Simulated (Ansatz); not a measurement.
# Settings and their price: glassy 61P2O5-39K2O (mol %) (152 atoms)

Density of this cell: 2.32 g/cm³. The cell holds 152 atoms: 34 P, 22 K and 96 O. Its edges and angles: a = 13.523 Å, b = 13.523 Å, c = 13.523 Å, α = 90.0°, β = 90.0°, γ = 90.0°. 152 atoms (34 P, 22 K, 96 O) placed at random at 2.47 g/cm³, melted at 4000 K for 10 ps at fixed volume with the Morse and Coulomb pair potential with partial charges (Pedone, Malavasi, Menziani, Cormack and Segre, J. Phys. Chem. B 110, 11780 (2006)). Quenched from 4000 K to 300 K at 500 K/ps and fixed volume, held 10 ps at zero pressure.

Geometry: as built.

Reference run: Kohn-Sham DFT, PBEsol, PAW (set soft_2), plane waves (Ansatz 0.2.0), cutoff 420 eV, k-mesh 2×2×2, fixed occupations.

* r.m.s. force component: 1.489 eV/Å
* pressure: 1.824 GPa
* gap (highest filled to lowest empty level): 1.688 eV
* SCF cycles: 11
* time: 12 s on 1 × NVIDIA H100 80GB HBM3 with 5 threads of AMD EPYC 7R13 (Zen 3), shared host

**Question.** The cell is repeated and solved at Γ. How do error, time and memory go?
- plane waves, 152 atoms (1×1×1)
- support functions, 152 atoms (1×1×1)
- support functions, 1216 atoms (2×2×2)
- truncated density matrix, 1216 atoms (2×2×2)

Differences are against the typed cell on a 2×2×2 mesh, which samples like Γ on 1216 atoms (r.m.s. force component 1.49 eV/Å, gap 1.69 eV). Every repeated cell is solved at Γ, and forces are averaged over the copies of each atom. Hardware: 1 × NVIDIA H100 80GB HBM3 with 5 threads of AMD EPYC 7R13 (Zen 3), shared host.

```
atoms  repeats                     basis  Δ force, r.m.s. (meV/Å)  Δ energy (meV/atom)  less plane waves of the same size (meV/atom)  gap (eV)  spread among copies (meV/Å)  SCF cycles   time  host memory (GiB)  planned on the GPU (GiB)
  152    1×1×1               plane waves                    0.899               -0.066                                             -                    1.69                            -          11  2.5 s                1.4                       6.5
  152    1×1×1         support functions                     1.19                -5.33                                          -5.3                    1.69                            -          15  8.1 s                1.7                       6.7
 1216    2×2×2         support functions                    0.784                -5.38                                             -                    1.69                         0.17          19   36 s                4.4                        28
 1216    2×2×2  truncated density matrix                    0.784                -5.38                                             -                       -                         0.12          26   42 s                4.3                        29
```

With support functions, the time grows as the 0.7 power of the atom count between the two largest sizes, 152 and 1216 atoms (15 and 19 SCF cycles). The smaller run is short enough for fixed overheads to flatten this slope. At 1216 atoms truncation (run in mixed precision) changes the energy by +0.0007 meV/atom and takes 1.2 times the time of the full density matrix. At equal size the support functions lie 5.3 meV/atom below plane waves, likely because their grid holds more waves than 420 eV; no run tests this. At the largest size the support functions' forces differ from the reference by 0.053 % of the r.m.s. force, where they sample the same k-points. In some support-function runs the search for missed states was left out or partial.

[Logs are printed without paths, hosts, clocks, repeated set-up lines and the standing remarks that a program may print on its own settings, such as how far it seeks lower states.]

[Hosts, paths, dates, database ids (printed as entryN), source tags and the programs' standing remarks are cut or masked in the printed files.]
